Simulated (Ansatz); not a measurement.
# How fast states decay through RbNaH2S2, part 2 of 3

Aim: relax a made-up compound, RbNaH2S2, and see how good a tunnel barrier it would be. It is built by putting Na for part of the Rb in the RbHS structure of space group P2_1/m, with the volume rescaled by atomic radii. The parent structure comes from the Materials Project.

Ansatz 0.2.0; LDA DFT, plane waves, PAW files (the session's first sound run).

So far. Step 2 (Cell and atoms at rest): The largest force component on a free atom ends at 0.0082 eV/Å.

The structure was built from a prototype and need not be the compound's stable phase.

### 3. Band edges

The energy window and the wavevectors of the next steps follow from the band edges, so these are searched first, off the mesh as well.

input.yaml

```yaml
crystal:
  lattice:
    - [3.7547810576, 0.0, -0.1548324692]
    - [0.0, 5.3867553016, 0.0]
    - [-1.3634772899, 0.0, 5.9196794155]
  atoms:
    - { symbol: Na, position: [0.0935237943, 0.25, 0.7397244365] }
    - { symbol: Rb, position: [0.6547398325, 0.75, 0.2036712946] }
    - { symbol: H, position: [0.5755959057, 0.25, 0.3517229513] }
    - { symbol: H, position: [0.5498719407, 0.75, 0.6759789044] }
    - { symbol: S, position: [0.1988226326, 0.25, 0.2810032665] }
    - { symbol: S, position: [0.9274458943, 0.75, 0.7478991467] }
kpoints:
  mp_grid: { grid: [6, 6, 4] }
  band_path: { path: [VBM, CBM], npoints: 30 }
scf:
  occupations: { method: fixed }
hamiltonian:
  xc: lda
output:
  eigenvalues: true
  write_potential: true
  write_density: true
  volumetric_format: npy
  elf: true
```

Run with:

```sh
$ ansatz run input.yaml --threads 2 --pin off --max-ram 4096MiB --backend cpu --events-out ev --progress --plain --runs-dir out
```

Numbers of over 12 decimals in the logs are rounded to 6 here.

The program printed:

```text
[...]
Crystal: 6 atoms, lattice volume = 118.595 Å³
Basis set: ecut = 420 eV, 2319 PW (Γ)
Bands: 22, of which v1, the nominal top of the filled ones, is band 16 counted from 1 (15 counted from 0)
Symmetry: 2 space group operations
[...]
k-points: 56 of 144 (time reversal used)
[...]
SCF iter   1: F=—  HF=-6411.878877 eV  |F-HF|=—  |Δ(HF+E_count)|=         —  Δρ=7.49e-3  dr2=5.61e-2  ethr=1.77e-3  ⟨swp⟩=4.7  Hψ=5350  notcnv=0  defer=216
[...]
SCF iter   7: F=-6411.858819 eV  HF=-6411.858819 eV  |F-HF|=3.17e-10  |Δ(HF+E_count)|=   1.23e-7  Δρ=1.96e-6  dr2=6.58e-9  ethr=3.13e-10  ⟨swp⟩=8.8  Hψ=5447  notcnv=0
SCF 1 converged in 7 iterations: F = -6411.858819 eV  dr2 = 6.58e-9
[...]
NSCF: frozen V_eff on 80 k-points
[...]
SCF converged after 7 iterations
Free energy (F): -6411.858819 eV
[...]
Internal energy: -6411.858819 eV  (E = F + TS)
E sigma→0 (E₀):  -6411.858819 eV
Fermi energy:    2.626121 eV
[...]
--- Band table (eV; the first three rows and the last of 56) ---
  k-point 0: bands = [... 12 lower, 1.3020, 1.5449, 2.4776, 2.6261, 5.2025, 6.0357, 7.2223, 7.5668, ... 2 higher]
  k-point 1: bands = [... 12 lower, 1.3216, 1.4948, 2.1702, 2.3617, 5.6688, 6.1948, 7.2319, 7.7724, ... 2 higher]
  k-point 2: bands = [... 12 lower, 1.3449, 1.4816, 1.7778, 2.2487, 5.8141, 6.5814, 7.3611, 8.1488, ... 2 higher]
  k-point 55: bands = [... 12 lower, 1.3094, 1.8932, 2.1447, 2.4003, 6.5030, 8.1808, 8.4830, 8.6262, ... 2 higher]
```

It took 28 s on 2 threads of Arm Neoverse V1, shared host; peak memory 0.41 GiB; 56 s of CPU time.

The column dr2 measures how far the density is from self-consistency, as an energy; F and HF (Harris–Foulkes) agree once it is small.

Numbers from this step:

* free energy: -6411.8588 eV
* Fermi energy: 2.626 eV
* gap on the k-mesh: 2.576 eV
* gap on path: 2.576 eV, by band count; negative where bands overlap
* direct gap on path: 2.576 eV
* edge places on path: 0, 0 1/A along the path

Levels at VBM (eV): -3.14, -2.76, -1.32, -1.08, -0.15, 0.00, 2.58, 3.41, 4.60, 4.94, 5.51.

Valence density in the ac plane at fractional y = 0.250, with atoms of Na and H and S within 0.2 Å of it. It is the smooth field of the valence electrons, not physical close to the nuclei.

Values in e/Å³, 22 rows by 14 columns, each cell a mean:
```
 0  0  0  0  0  0  0  0  0  0  0  0  0  0
 0  0  0  0  0  0  0  0  0  0  0  0  0  0
 0  0  1  0  0  0  0  0  0  0  0  0  0  0
 2  4  5  2  0  0  0  0  0  0  0  0  0  0
 7 13 12  5  1  0  0  0  0  0  0  0  0  1
12 18 14  4  1  0  0  0  0  0  0  0  0  3
 9 12  8  2  0  0  0  0  0  0  0  0  0  2
 3  3  1  0  0  0  0  0  0  0  0  0  0  1
 0  0  0  0  0  0  0  0  0  0  0  0  0  0
 0  0  0  0  0  0  0  0  0  0  0  0  0  0
 0  0  0  0  0  0  0  0  0  0  0  0  0  0
 0  0  0  0  0  0  0  0  0  0  0  0  0  0
 0  1  1  1  1  1  1  1  1  0  0  0  0  0
 1  1  1  1  1  1  1  1  1  1  0  0  0  0
 1  1  1  1  1  1  1  1  1  1  0  0  0  0
 1  1  0  0  1  1  1  1  1  0  0  0  0  0
 1  1  1  1  1  1  1  0  0  0  0  0  0  0
 1  1  1  1  1  1  0  0  0  0  0  0  0  0
 1  1  1  1  1  0  0  0  0  0  0  0  0  0
 0  0  0  0  0  0  0  0  0  0  0  0  0  0
 0  0  0  0  0  0  0  0  0  0  0  0  0  0
 0  0  0  0  0  0  0  0  0  0  0  0  0  0
```
Columns run along a (3.8 Å), rows up along c (6.1 Å). Atoms in or near the plane, at fractional coordinates: Na at (0.09, 0.74), H at (0.58, 0.35), S at (0.20, 0.28).

Electrostatic potential energy in the ac plane at fractional y = 0.250, with atoms of Na and H and S within 0.2 Å of it. With pseudopotentials it is smooth inside the atoms' cores, unlike the true potential.

Ten even steps from '0' (-45 eV) to '9' (7 eV), each cell a mean:
```
99999999999999
99999999999999
87778999999999
53247899999998
10026899999986
00027899999974
00158999999874
44689999999986
88899999999988
99999999999999
99999999999999
99998999999999
98755787678999
85322464148999
62221253158998
42332267789998
31222489999997
53235799999998
76678999999999
99999999999999
99999999999999
99999999999999
```
Columns run along a (3.8 Å; values clipped at the 3rd and 97th percentile), rows up along c (6.1 Å). Atoms in or near the plane, at fractional coordinates: Na at (0.09, 0.74), H at (0.58, 0.35), S at (0.20, 0.28).

ELF in the ac plane at fractional y = 0.250, with atoms of Na and H and S within 0.2 Å of it. It is the smooth field of the valence electrons, not physical close to the nuclei.

Values in units of 1e-1, 22 rows by 14 columns, each cell a mean:
```
1.0 0.7 0.5 0.3 0.3 0.3 0.3 0.2 0.1 0.1 0.2 0.6 1.0 1.2
0.2 0.3 0.5 0.4 0.2 0.1 0.1 0.1 0.1 0.1 0.2 0.2 0.2 0.2
1.9 3.4 4.2 3.6 1.9 0.5 0.1 0.0 0.1 0.1 0.1 0.1 0.1 0.4
5.5 6.0 6.0 6.0 4.4 1.3 0.1 0.0 0.1 0.1 0.1 0.1 0.5 2.6
5.7 4.2 4.4 6.0 5.2 1.7 0.1 0.0 0.1 0.1 0.1 0.2 1.9 5.2
4.5 2.5 3.7 6.0 4.5 1.0 0.1 0.1 0.1 0.1 0.1 0.5 3.4 6.0
5.3 4.5 5.4 5.5 2.5 0.4 0.1 0.2 0.2 0.1 0.1 0.6 3.6 6.0
5.9 5.7 4.9 2.2 0.5 0.3 0.6 0.7 0.4 0.2 0.1 0.3 2.2 4.9
2.7 2.2 1.1 0.4 0.8 1.7 2.1 1.6 1.0 0.5 0.2 0.1 0.6 1.7
0.4 0.5 1.1 2.7 4.2 4.6 3.7 2.8 2.1 1.4 0.6 0.2 0.2 0.3
2.2 4.2 6.2 7.5 7.3 6.3 5.1 4.7 4.9 4.5 2.7 0.8 0.4 0.8
6.1 7.9 8.6 8.5 7.9 6.9 6.3 6.9 7.9 7.9 5.5 1.6 1.0 2.6
8.2 8.9 9.1 8.5 7.8 7.4 7.9 8.9 9.7 9.5 7.2 2.0 1.7 4.9
8.6 8.9 8.3 6.5 6.0 7.4 8.9 9.7 9.9 9.7 7.0 1.8 2.6 6.3
8.5 7.6 4.4 1.7 3.1 7.2 9.2 9.8 9.9 9.2 5.1 1.4 3.6 7.1
7.7 4.9 0.9 0.3 2.6 7.0 8.7 9.2 9.1 6.9 2.4 1.5 4.5 7.4
7.5 5.4 2.8 2.8 5.1 7.2 7.6 7.6 6.6 3.4 1.0 1.7 5.1 7.3
8.3 8.2 8.0 7.9 7.8 7.3 6.2 5.0 3.0 1.0 0.5 2.2 5.4 7.5
8.7 9.0 9.0 8.8 8.2 7.1 5.3 3.4 1.4 0.4 0.5 2.4 5.5 7.6
8.5 8.9 8.9 8.6 7.9 6.5 4.3 2.2 0.7 0.3 0.5 2.4 5.3 7.3
7.7 8.1 8.1 7.6 6.7 5.1 3.0 1.3 0.3 0.2 0.5 2.0 4.3 6.3
5.4 5.4 5.0 4.2 3.5 2.5 1.5 0.6 0.2 0.2 0.4 1.3 2.9 4.4
```
Columns run along a (3.8 Å), rows up along c (6.1 Å). Atoms in or near the plane, at fractional coordinates: Na at (0.09, 0.74), H at (0.58, 0.35), S at (0.20, 0.28).

The searched edges give 2.58 eV, as on the mesh.

### 4. Decaying states in the gap, plane (010), k-mesh 4×6×4

This step: LDA DFT, plane waves, PAW files; complex bands by layer matching along the plane's normal (Ansatz 0.2.0).

The same crystal is laid in a cell whose first two vectors span the (010) plane (indices of the standard conventional cell, whose axes can be ordered otherwise than in the bulk input). At fixed energy and wavevector in the plane the solver finds all kz, real and complex. A few wavevectors are listed, (0, 0) and (0.5, 0) in units of the plane's reciprocal vectors; the slowest state needn't be among them.

input.yaml

```yaml
crystal:
  lattice:
    - [6.074674864, 0.0, 0.0]
    - [-0.993652733, 3.624225177, 0.0]
    - [0.0, 0.0, 5.386755302]
  atoms:
    - { symbol: Na, position: [0.7397244365, 0.0935237943, 0.25] }
    - { symbol: Rb, position: [0.2036712946, 0.6547398325, 0.75] }
    - { symbol: H, position: [0.3517229513, 0.5755959057, 0.25] }
    - { symbol: H, position: [0.6759789044, 0.5498719407, 0.75] }
    - { symbol: S, position: [0.2810032665, 0.1988226326, 0.25] }
    - { symbol: S, position: [0.7478991467, 0.9274458943, 0.75] }
kpoints:
  mp_grid: { grid: [4, 6, 4] }
scf:
  occupations: { method: fixed }
hamiltonian:
  xc: lda
output:
  eigenvalues: true
  transmission:
    leads: [[0, 0]]
    kpoints: [[0.0, 0.0], [0.5, 0.0]]
    e_range: [-1.0, 3.58]
    de: 0.09
```

The program printed:

```text
[...]
Crystal: 6 atoms, lattice volume = 118.595 Å³
Basis set: ecut = 420 eV, 2319 PW (Γ)
Bands: 22, of which v1, the nominal top of the filled ones, is band 16 counted from 1 (15 counted from 0)
Symmetry: 2 space group operations
[...]
k-points: 42 of 96 (time reversal used)
[...]
SCF iter   1: F=—  HF=-6411.878780 eV  |F-HF|=—  |Δ(HF+E_count)|=         —  Δρ=7.50e-3  dr2=5.61e-2  ethr=1.77e-3  ⟨swp⟩=4.7  Hψ=4013  notcnv=0  defer=162
[...]
SCF iter   7: F=-6411.858738 eV  HF=-6411.858738 eV  |F-HF|=5.49e-10  |Δ(HF+E_count)|=   1.19e-7  Δρ=1.88e-6  dr2=6.27e-9  ethr=3.13e-10  ⟨swp⟩=8.8  Hψ=4114  notcnv=0
SCF 1 converged in 7 iterations: F = -6411.858738 eV  dr2 = 6.27e-9
[...]
transmission: 9 of 18 steps passed
transmission: 18 of 18 steps passed
SCF converged after 7 iterations
Free energy (F): -6411.858738 eV
[...]
Internal energy: -6411.858738 eV  (E = F + TS)
E sigma→0 (E₀):  -6411.858738 eV
Fermi energy:    2.626179 eV
[...]
--- Band table (eV; the first three rows and the last of 42) ---
  k-point 0: bands = [... 12 lower, 1.3021, 1.5449, 2.4777, 2.6262, 5.2025, 6.0358, 7.2224, 7.5668, ... 2 higher]
  k-point 1: bands = [... 12 lower, 1.0941, 1.6408, 1.9325, 2.4575, 5.9124, 6.2278, 7.2423, 7.9581, ... 2 higher]
  k-point 2: bands = [... 12 lower, 0.9666, 1.4618, 1.7432, 2.2524, 6.4680, 6.5209, 7.3746, 8.6084, ... 2 higher]
  k-point 41: bands = [... 12 lower, 1.3094, 1.8933, 2.1447, 2.4004, 6.5030, 8.1808, 8.4830, 8.6263, ... 2 higher]
--- Transmission ---
  basis      : 197 plane waves across, 9 finite elements along
  points     : 2, as listed
  energies   : 51 from -1.000000 to 3.500000 eV about the Fermi level, 0.090000 eV apart; the leads are filled to 1.288148 eV, and channels, transmission and decay are at 1.250000 eV
  crystal 0  : Na1H2S2Rb1, at the sites [0, 0], period 5.3868 Å: whole cells are its period
    offset         : up to 0.0000 Å between an atom of the period and one for which it stands
    channels       : 0.000000e0 a spin
    conductance    : none, the energies end too early or step too widely for 300 K: set another output.transmission.e_range or a lower de, or, where they end at an eighth of basis.ecutwfc, a higher one
    slowest decay  : 0.2475 /Å at (0.0000, 0.0000)
```

Elapsed: 34 s, on 2 threads; peak memory 0.57 GiB; 51 s of CPU time.

Numbers from this step:

```yaml
free_energy: -6411.8587 eV
level_to_which_the_leads_are_filled: 1.288 eV from the Fermi level
decay_constant_at_the_filling_level_zone_centre: 0.2475 Å⁻¹
decay_constant_at_the_filling_level_slowest_listed_point: 0.2475 Å⁻¹
```

K parallel (0, 0); values up to 1.5 1/Å, a degenerate pair printed once or twice; energies at which all values exceed this have no row. Im kz of the slowest decaying states against energy, zero at the highest filled level on the SCF mesh:

```csv
energy (eV),decay 1 (Å⁻¹),decay 2 (Å⁻¹),decay 3 (Å⁻¹),decay 4 (Å⁻¹)
-1.0000,0.373,0.847,0.914,1.30
-0.7300,0.206,0.372,0.841,0.963
-0.4600,0.147,0.392,0.833,0.994
-0.2800,0.401,0.826,1.01,1.33
-0.0100,0.113,0.404,0.814,1.02
0.2600,0.189,0.327,0.375,0.801
0.5300,0.223,0.399,0.785,1.04
0.7100,0.236,0.419,0.774,1.04
0.9800,0.247,0.439,0.755,1.04
1.2500,0.247,0.452,0.735,1.04
1.5200,0.239,0.460,0.711,1.03
1.7900,0.221,0.466,0.683,1.03
1.9700,0.202,0.469,0.661,1.02
2.2400,0.160,0.486,0.611,1.01
2.5100,0.0749,0.431,0.505,0.671
2.7800,0.380,0.470,0.688,0.954
2.9600,0.341,0.445,0.693,0.913
3.2300,0.242,0.405,0.698,0.846
3.5000,0.372,0.710,0.763,0.965
```

K parallel (0, 0). Re kz of states that move upwards against energy, zero at the highest filled level on the SCF mesh:

```csv
energy (eV),channel 1 (Å⁻¹),channel 2 (Å⁻¹)
-1.00,-0.422,0.260
-0.82,-0.341,-
-0.73,-0.306,-
-0.55,-0.237,-
-0.37,-0.549,-0.165
-0.19,-0.313,-0.0672
-0.10,-0.218,-
-0.01,-0.0683,-
0.08,-,-
0.26,-,-
0.44,-,-
0.53,-,-
0.71,-,-
0.89,-,-
0.98,-,-
1.16,-,-
1.34,-,-
1.52,-,-
1.61,-,-
1.79,-,-
1.97,-,-
2.06,-,-
2.24,-,-
2.42,-,-
2.60,0.0458,-
2.69,0.102,-
2.87,0.170,-
3.05,0.225,-
3.23,0.276,-
3.32,0.301,-
3.50,0.194,0.356
```

K parallel (0.5, 0); values up to 1.5 1/Å, a degenerate pair printed once or twice; energies at which all values exceed this have no row. Table of Im kz of the slowest decaying states by energy, zero at the highest filled level on the SCF mesh:

```csv
energy (eV),decay 1 (Å⁻¹),decay 2 (Å⁻¹),decay 3 (Å⁻¹),decay 4 (Å⁻¹)
-1.00,0.0575,0.822,0.835,0.955
-0.82,0.115,0.720,0.845,0.949
-0.64,0.199,0.615,0.845,0.941
-0.46,0.194,0.481,0.841,0.931
-0.28,0.376,0.835,0.919,1.08
-0.10,0.203,0.370,0.379,0.828
-0.01,0.275,0.374,0.428,0.824
0.08,0.338,0.380,0.451,0.819
0.26,0.392,0.455,0.810,0.882
0.44,0.402,0.497,0.800,0.869
0.62,0.411,0.528,0.790,0.858
0.80,0.418,0.551,0.778,0.846
0.98,0.423,0.568,0.766,0.836
1.16,0.426,0.581,0.754,0.825
1.34,0.428,0.590,0.740,0.815
1.52,0.429,0.597,0.726,0.804
1.70,0.428,0.601,0.711,0.794
1.88,0.426,0.603,0.695,0.782
2.06,0.422,0.604,0.677,0.770
2.24,0.416,0.604,0.658,0.758
2.42,0.408,0.604,0.635,0.745
2.60,0.397,0.546,0.606,0.668
2.78,0.379,0.451,0.611,0.700
2.96,0.311,0.392,0.616,0.700
3.14,0.145,0.368,0.621,0.683
3.32,0.344,0.623,0.665,0.749
3.50,0.316,0.607,0.646,0.738
```

At the listed wavevectors the last open channel is at -0.01 eV and the next at +2.60 eV on the grid. At +1.25 eV, the grid energy nearest the filling level (the middle of the gap on the SCF mesh), the slowest state at the listed wavevectors decays with κ = 0.247 Å⁻¹, its amplitude falling by e over 4.0 Å. Through 1 nm of this crystal that state's transmission falls by exp(−2 × 0.247 Å⁻¹ × 10 Å) = 0.0071.

### 5. Decay over the two-dimensional zone

The listed points could miss the slowest state, so one energy near mid-gap is solved on a mesh of 4×8.

input.yaml, as its differences from that of step 4:

```diff
@@ -20,6 +20,2 @@
   eigenvalues: true
-  transmission:
-    leads: [[0, 0]]
-    kpoints: [[0.0, 0.0], [0.5, 0.0]]
-    e_range: [-1.0, 3.58]
-    de: 0.09
+  transmission: { leads: [[0, 0]], kmesh: [4, 8], e_range: [1.29, 1.3], de: 0.05 }
```

The program printed:

```text
[...]
Crystal: 6 atoms, lattice volume = 118.595 Å³
Basis set: ecut = 420 eV, 2319 PW (Γ)
Bands: 22, of which v1, the nominal top of the filled ones, is band 16 counted from 1 (15 counted from 0)
Symmetry: 2 space group operations
[...]
k-points: 42 of 96 (time reversal used)
[...]
SCF iter   1: F=—  HF=-6411.878780 eV  |F-HF|=—  |Δ(HF+E_count)|=         —  Δρ=7.50e-3  dr2=5.61e-2  ethr=1.77e-3  ⟨swp⟩=4.7  Hψ=4013  notcnv=0  defer=162
[...]
SCF iter   7: F=-6411.858738 eV  HF=-6411.858738 eV  |F-HF|=5.49e-10  |Δ(HF+E_count)|=   1.19e-7  Δρ=1.88e-6  dr2=6.27e-9  ethr=3.13e-10  ⟨swp⟩=8.8  Hψ=4114  notcnv=0
SCF 1 converged in 7 iterations: F = -6411.858738 eV  dr2 = 6.27e-9
[...]
transmission: 24 of 144 steps passed
transmission: 48 of 144 steps passed
[...]
transmission: 144 of 144 steps passed
SCF converged after 7 iterations
Free energy (F): -6411.858738 eV
[...]
Internal energy: -6411.858738 eV  (E = F + TS)
E sigma→0 (E₀):  -6411.858738 eV
Fermi energy:    2.626179 eV
[...]
--- Band table (eV; the first three rows and the last of 42) ---
  k-point 0: bands = [... 12 lower, 1.3021, 1.5449, 2.4777, 2.6262, 5.2025, 6.0358, 7.2224, 7.5668, ... 2 higher]
  k-point 1: bands = [... 12 lower, 1.0941, 1.6408, 1.9325, 2.4575, 5.9124, 6.2278, 7.2423, 7.9581, ... 2 higher]
  k-point 2: bands = [... 12 lower, 0.9666, 1.4618, 1.7432, 2.2524, 6.4680, 6.5209, 7.3746, 8.6084, ... 2 higher]
  k-point 41: bands = [... 12 lower, 1.3094, 1.8933, 2.1447, 2.4004, 6.5030, 8.1808, 8.4830, 8.6263, ... 2 higher]
--- Transmission ---
  basis      : 197 plane waves across, 8 finite elements along
  points     : 18, standing for a mesh of 4 x 8
  energies   : 1 from 1.290000 to 1.290000 eV about the Fermi level; the leads are filled to 1.288148 eV, and channels, transmission and decay are at 1.290000 eV
[...]
channels       : 0.000000e0 a spin
    conductance    : none, crystal 0 has no channel at the energies, or these end too early or step too widely for 300 K: set another output.transmission.e_range or a lower de, or, where they end at an eighth of basis.ecutwfc, a higher one
    slowest decay  : 0.2468 /Å at (0.0000, 0.0000)
```

It took 23 s on 2 threads; peak memory 0.58 GiB.

This step gave:

```yaml
least_decay_constant_on_the_mesh: 0.2468 Å⁻¹
```

Slowest decay constant (1/Å; 0 where a channel is open) over k1 and k2. At 1.2900 eV from the Fermi level.

Ten even steps from '_' (0.247) to '@' (0.594):
```
%%**%%##
%%##**@@
##++..**
++==__==
##**..++
%%@@**##
%%##%%**
**++++++
```
Columns: k1 (b1) from -0.5 to 0.25; rows upwards: k2 (b2) from -0.5 to 0.375.

The least value on the mesh is 0.247 Å⁻¹ at +1.29 eV. At that energy the listed points give about 0.247 Å⁻¹ by interpolation, so the mesh holds no clearly slower state.

(Part 2 of 3 ends here.)

[Logs are printed without paths, hosts, clocks, repeated set-up lines and the standing remarks that a program may print on its own settings, such as how far it seeks lower states.]

[Hosts, paths, dates, database ids (printed as entryN), source tags and the programs' standing remarks are cut or masked in the printed files.]
